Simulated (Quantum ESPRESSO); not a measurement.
## Be3Sb (Pm-3m): zone-centre phonons

Which modes does Be3Sb (Pm-3m) have at the zone centre?

Method: DFT LDA, scalar-relativistic, plane waves, PseudoDojo norm-conserving pseudopotentials, in Quantum ESPRESSO 7.5.

The structure was built from a prototype and need not be the compound's stable phase.

### 1. The structure

It takes space group Pm-3m (No. 221, cubic). Conventional cell: a = 3.682 Å, b = 3.682 Å, c = 3.682 Å, α = 90.00°, β = 90.00°, γ = 90.00°. Nearest to Sb lie 12 Be at 2.60 Å. Nearest to Be lie 4 Sb at 2.60 Å and 8 Be at 2.60 Å. Farther neighbours are not listed.

### 2. A probe with smearing

A cheap run with smearing and empty bands tells whether the crystal has a gap, which decides between fixed occupations and smearing later on.

Input file probe.in:

```
&CONTROL
  calculation = 'scf'
  prefix      = 'x'
  outdir      = './tmp'
  pseudo_dir  = './pseudo'
  tprnfor     = .true.
  tstress     = .true.
  verbosity   = 'high'
/
&SYSTEM
  ibrav       = 0
  nat         = 4
  ntyp        = 2
  ecutwfc     = 76.0
  occupations = 'smearing'
  smearing    = 'gaussian'
  degauss     = 0.01
/
&ELECTRONS
  conv_thr         = 1.0d-07
  mixing_beta      = 0.7
  electron_maxstep = 100
/
ATOMIC_SPECIES
 Sb    121.7600  Sb.upf
 Be      9.0122  Be.upf
CELL_PARAMETERS angstrom
     3.682065630    0.000000000    0.000000000
     0.000000000    3.682065630    0.000000000
     0.000000000    0.000000000    3.682065630
ATOMIC_POSITIONS crystal
 Sb     0.000000000   0.000000000   0.000000000
 Be     0.000000000   0.500000000   0.500000000
 Be     0.500000000   0.000000000   0.500000000
 Be     0.500000000   0.500000000   0.000000000
K_POINTS automatic
 6 6 6 0 0 0
```

Run with:

```
$ OMP_NUM_THREADS=1 mpirun -n 4 pw.x -nk 4 -in probe.in > probe.out
```

The log of the run:

```text
[banners, grids, parts of the stress and lines that vanish by symmetry left out]
Program PWSCF v.7.5
     Message from routine setup:
     using ibrav=0 with symmetry is DISCOURAGED, use correct ibrav instead
[...]
kinetic-energy cutoff     =      76.0000  Ry
     charge density cutoff     =     304.0000  Ry
     scf convergence threshold =      1.0E-07
[...]
Exchange-correlation= SLA  PW   NOGX NOGC
                           (   1   4   0   0   0   0   0)
[...]
48 Sym. Ops., with inversion, found
[...]
(     0          1          0      )
                  (     0          0          1      )
[...]
(  0.0000000  1.0000000  0.0000000 )
                  (  0.0000000  0.0000000  1.0000000 )
[...]
(     0         -1          0      )
                  (     0          0          1      )
[...]
(     1          0          0      )
[...]
( -1.0000000  0.0000000  0.0000000 )
                  (  0.0000000  1.0000000  0.0000000 )
[...]
number of k points=    20  Gaussian smearing, width (Ry)=  0.0100
[...]
End of self-consistent calculation
[...]
the Fermi energy is    11.3956 ev
!    total energy              =    -264.26234321 Ry
[...]
convergence has been achieved in   7 iterations
[...]
atom    1 type  1   force =     0.00000000    0.00000000    0.00000000
     atom    2 type  2   force =     0.00000000    0.00000000    0.00000000
     atom    3 type  2   force =     0.00000000    0.00000000    0.00000000
     atom    4 type  2   force =     0.00000000    0.00000000    0.00000000
[...]
Total force =     0.000000     Total SCF correction =     0.000000
[...]
total   stress  (Ry/bohr**3)                   (kbar)     P=       -6.60
[...]
XML data file, charge density, pseudopotentials, collected wavefunctions

   JOB DONE.
```

The job ended after 4.9 s (4 MPI ranks of Arm Neoverse V1, shared host).

This step gave:

```yaml
volume_per_atom: 12.48 Å³
pressure: -0.6600 GPa
gap_on_the_k_mesh: 0 eV
```

No gap opens on this mesh, so smearing is kept; the start stands at -0.66 GPa.

### 3. Relaxing the cell and atoms

Frequencies change by per cents with a per cent of volume, so the structure is first brought to rest at this level of theory.

Input file relax.in:

```
&CONTROL
  calculation   = 'vc-relax'
  prefix        = 'x'
  outdir        = './tmp'
  pseudo_dir    = './pseudo'
  tprnfor       = .true.
  tstress       = .true.
  forc_conv_thr = 2.0d-05
  etot_conv_thr = 1.0d-07
  nstep         = 40
/
&SYSTEM
  ibrav       = 0
  nat         = 4
  ntyp        = 2
  ecutwfc     = 76.0
  occupations = 'smearing'
  smearing    = 'mv'
  degauss     = 0.02
/
&ELECTRONS
  conv_thr         = 1.0d-11
  mixing_beta      = 0.7
  electron_maxstep = 100
/
&IONS
/
&CELL
  press_conv_thr = 0.2
/
ATOMIC_SPECIES
 Sb    121.7600  Sb.upf
 Be      9.0122  Be.upf
CELL_PARAMETERS angstrom
     3.682065630    0.000000000    0.000000000
     0.000000000    3.682065630    0.000000000
     0.000000000    0.000000000    3.682065630
ATOMIC_POSITIONS crystal
 Sb     0.000000000   0.000000000   0.000000000
 Be     0.000000000   0.500000000   0.500000000
 Be     0.500000000   0.000000000   0.500000000
 Be     0.500000000   0.500000000   0.000000000
K_POINTS automatic
 8 8 8 0 0 0
```

Run with:

```
$ OMP_NUM_THREADS=1 mpirun -n 4 pw.x -nk 4 -in relax.in > relax.out
```

The log of the run:

```text
[banners, grids, parts of the stress and lines that vanish by symmetry left out]
[banner, memory and clock lines left out]
Program PWSCF v.7.5

[...]
kinetic-energy cutoff     =      76.0000  Ry
     charge density cutoff     =     304.0000  Ry
     scf convergence threshold =      1.0E-11
[...]
energy convergence thresh.=      1.0E-07
     force convergence thresh. =      2.0E-05
     press convergence thresh. =      2.0E-01
     Exchange-correlation= SLA  PW   NOGX NOGC
                           (   1   4   0   0   0   0   0)
[...]
48 Sym. Ops., with inversion, found
[...]
number of k points=    35  Marzari-Vanderbilt smearing, width (Ry)=  0.0200
[...]
End of self-consistent calculation
[...]
the Fermi energy is    11.4197 ev
!    total energy              =    -264.26224082 Ry
[...]
convergence has been achieved in  10 iterations
[...]
atom    1 type  1   force =     0.00000000    0.00000000    0.00000000
     atom    2 type  2   force =     0.00000000    0.00000000    0.00000000
     atom    3 type  2   force =     0.00000000    0.00000000    0.00000000
     atom    4 type  2   force =     0.00000000    0.00000000    0.00000000
     Total force =     0.000000     Total SCF correction =     0.000000
[...]
total   stress  (Ry/bohr**3)                   (kbar)     P=       -3.51
[...]
number of bfgs steps    =   0
[...]
CELL_PARAMETERS (angstrom)
[...]
ATOMIC_POSITIONS (crystal)
Sb               0.0000000000        0.0000000000        0.0000000000
Be               0.0000000000        0.5000000000        0.5000000000
Be               0.5000000000        0.0000000000        0.5000000000
Be               0.5000000000        0.5000000000        0.0000000000
[...]
New effective cutoffs (rho, wfc):  303.70   76.09
[...]
End of self-consistent calculation
[...]
the Fermi energy is    11.4444 ev
!    total energy              =    -264.26225101 Ry
[...]
convergence has been achieved in   5 iterations
[...]
atom    1 type  1   force =     0.00000000    0.00000000    0.00000000
     atom    2 type  2   force =     0.00000000    0.00000000    0.00000000
     atom    3 type  2   force =     0.00000000    0.00000000    0.00000000
     atom    4 type  2   force =     0.00000000    0.00000000    0.00000000
     Total force =     0.000000     Total SCF correction =     0.000000
[...]
total   stress  (Ry/bohr**3)                   (kbar)     P=       -1.47
[...]
number of bfgs steps    =   1
[...]
CELL_PARAMETERS (angstrom)
[...]
ATOMIC_POSITIONS (crystal)
[...]
New effective cutoffs (rho, wfc):  303.96   76.16
[...]
End of self-consistent calculation
[...]
the Fermi energy is    11.4623 ev
!    total energy              =    -264.26225320 Ry
[...]
convergence has been achieved in   7 iterations
[...]
atom    1 type  1   force =     0.00000000    0.00000000    0.00000000
     atom    2 type  2   force =     0.00000000    0.00000000    0.00000000
     atom    3 type  2   force =     0.00000000    0.00000000    0.00000000
     atom    4 type  2   force =     0.00000000    0.00000000    0.00000000
     Total force =     0.000000     Total SCF correction =     0.000000
[...]
total   stress  (Ry/bohr**3)                   (kbar)     P=       -0.00
[...]
number of bfgs steps    =   2
[...]
small trust_radius: resetting bfgs history
[...]
CELL_PARAMETERS (angstrom)
[...]
ATOMIC_POSITIONS (crystal)
[...]
New effective cutoffs (rho, wfc):  303.96   76.16
[...]
End of self-consistent calculation
[...]
the Fermi energy is    11.4623 ev
!    total energy              =    -264.26225320 Ry
[...]
convergence has been achieved in   1 iterations
[...]
atom    1 type  1   force =     0.00000000    0.00000000    0.00000000
     atom    2 type  2   force =     0.00000000    0.00000000    0.00000000
     atom    3 type  2   force =     0.00000000    0.00000000    0.00000000
     atom    4 type  2   force =     0.00000000    0.00000000    0.00000000
     Total force =     0.000000     Total SCF correction =     0.000000
[...]
total   stress  (Ry/bohr**3)                   (kbar)     P=       -0.00
[...]
bfgs converged in   4 scf cycles and   3 bfgs steps
[...]
End of BFGS Geometry Optimization
     Final enthalpy           =    -264.2622531979 Ry
     File ./tmp/x.bfgs deleted, as requested
[...]
CELL_PARAMETERS (angstrom)
[...]
ATOMIC_POSITIONS (crystal)
[...]
Be               0.5000000000        0.0000000000        0.5000000000
Be               0.5000000000        0.5000000000        0.0000000000
[...]
Final scf calculation at the relaxed structure.
[...]
kinetic-energy cutoff     =      76.0000  Ry
     charge density cutoff     =     304.0000  Ry
     scf convergence threshold =      1.0E-13
[...]
press convergence thresh. =      2.0E-01
     Exchange-correlation= SLA  PW   NOGX NOGC
                           (   1   4   0   0   0   0   0)
[...]
48 Sym. Ops., with inversion, found
[...]
number of k points=    35  Marzari-Vanderbilt smearing, width (Ry)=  0.0200
[...]
c_bands:  1 eigenvalues not converged
     c_bands:  1 eigenvalues not converged
     c_bands:  1 eigenvalues not converged
[...]
End of self-consistent calculation
[...]
the Fermi energy is    11.4624 ev
!    total energy              =    -264.26217085 Ry
[...]
convergence has been achieved in  12 iterations
[...]
atom    1 type  1   force =     0.00000000    0.00000000    0.00000000
     atom    2 type  2   force =     0.00000000    0.00000000    0.00000000
     atom    3 type  2   force =     0.00000000    0.00000000    0.00000000
     atom    4 type  2   force =     0.00000000    0.00000000    0.00000000
     Total force =     0.000000     Total SCF correction =     0.000000
[...]
total   stress  (Ry/bohr**3)                   (kbar)     P=       -0.46
[...]
XML data file, charge density, pseudopotentials, collected wavefunctions
```

It took 35 s on 4 MPI ranks.

Step by step:

| step | energy less that of the first step (eV) | largest force (eV/Å) | pressure (GPa) | volume (Å³) |
| --- | --- | --- | --- | --- |
| 1 | 0.0000 | 0.0000 | -0.35 | 49.92 |
| 2 | -0.0001 | 0.0000 | -0.15 | 49.83 |
| 3 | -0.0002 | 0.0000 | 0.00 | 49.77 |
| 4 | -0.0002 | 0.0000 | 0.00 | 49.77 |
| 5 | 0.0010 | 0.0000 | -0.05 | 49.77 |

| conventional cell, symmetrised | before | after | change |
| --- | --- | --- | --- |
| a (Å) | 3.682 | 3.678 | -0.1 % |
| b (Å) | 3.682 | 3.678 | -0.1 % |
| c (Å) | 3.682 | 3.678 | -0.1 % |
| volume (Å³/atom) | 12.48 | 12.44 | -0.3 % |

Final coordinates:

```xyz
4
Lattice="3.6783 0.0000 0.0000 0.0000 3.6783 0.0000 0.0000 0.0000 3.6783" Properties=species:S:1:pos:R:3 pbc="T T T"
Sb    0.0000    0.0000    0.0000
Be    0.0000    1.8391    1.8391
Be    1.8391    0.0000    1.8391
Be    1.8391    1.8391    0.0000
```

The last row of the table of steps is pw.x's closing run on a basis chosen anew for the final cell, so its energy can jump.

This step gave:

```yaml
volume_per_atom: 12.44 Å³
pressure: -0.04600 GPa
```

The volume changes by -0.3 % from the cell with which this run began.

### 4. Ground state

The response is built on this ground state, so it is converged far tighter than an energy would need. Smearing stays on, as the first look found no gap above 0.3 eV.

Input file scf.in:

```
&CONTROL
  calculation = 'scf'
  prefix      = 'x'
  outdir      = './tmp'
  pseudo_dir  = './pseudo'
  tprnfor     = .true.
  tstress     = .true.
/
&SYSTEM
  ibrav       = 0
  nat         = 4
  ntyp        = 2
  ecutwfc     = 76.0
  occupations = 'smearing'
  smearing    = 'mv'
  degauss     = 0.02
/
&ELECTRONS
  conv_thr         = 1.0d-12
  mixing_beta      = 0.7
  electron_maxstep = 100
/
ATOMIC_SPECIES
 Sb    121.7600  Sb.upf
 Be      9.0122  Be.upf
CELL_PARAMETERS angstrom
     3.678283474    0.000000000    0.000000000
     0.000000000    3.678283474    0.000000000
     0.000000000    0.000000000    3.678283474
ATOMIC_POSITIONS crystal
 Sb     0.000000000   0.000000000   0.000000000
 Be     0.000000000   0.500000000   0.500000000
 Be     0.500000000   0.000000000   0.500000000
 Be     0.500000000   0.500000000   0.000000000
K_POINTS automatic
 8 8 8 0 0 0
```

Run with:

```
$ OMP_NUM_THREADS=1 mpirun -n 4 pw.x -nk 4 -in scf.in > scf.out
```

The log of the run:

```text
[banners, grids, parts of the stress and lines that vanish by symmetry left out]
[banner, memory and clock lines left out]
Program PWSCF v.7.5

[...]
kinetic-energy cutoff     =      76.0000  Ry
     charge density cutoff     =     304.0000  Ry
     scf convergence threshold =      1.0E-12
[...]
Exchange-correlation= SLA  PW   NOGX NOGC
                           (   1   4   0   0   0   0   0)
[...]
48 Sym. Ops., with inversion, found
[...]
number of k points=    35  Marzari-Vanderbilt smearing, width (Ry)=  0.0200
[...]
End of self-consistent calculation
[...]
the Fermi energy is    11.4624 ev
!    total energy              =    -264.26217085 Ry
[...]
convergence has been achieved in  10 iterations
[...]
atom    1 type  1   force =     0.00000000    0.00000000    0.00000000
     atom    2 type  2   force =     0.00000000    0.00000000    0.00000000
     atom    3 type  2   force =     0.00000000    0.00000000    0.00000000
     atom    4 type  2   force =     0.00000000    0.00000000    0.00000000
     Total force =     0.000000     Total SCF correction =     0.000000
[...]
total   stress  (Ry/bohr**3)                   (kbar)     P=       -0.46
[...]
XML data file, charge density, pseudopotentials, collected wavefunctions
```

Run time: 10 s. Hardware: 4 MPI ranks.

The cell stands at -0.046 GPa, close enough for phonons.

(Continued in part 2 of 2.)

[Host names and launcher messages were left out of these logs when they were recorded.]

[Logs are printed without paths, hosts, clocks, repeated set-up lines and the standing remarks that a program may print on its own settings, such as how far it seeks lower states.]

[Hosts, paths, dates, database ids (printed as entryN), source tags and the programs' standing remarks are cut or masked in the printed files.]
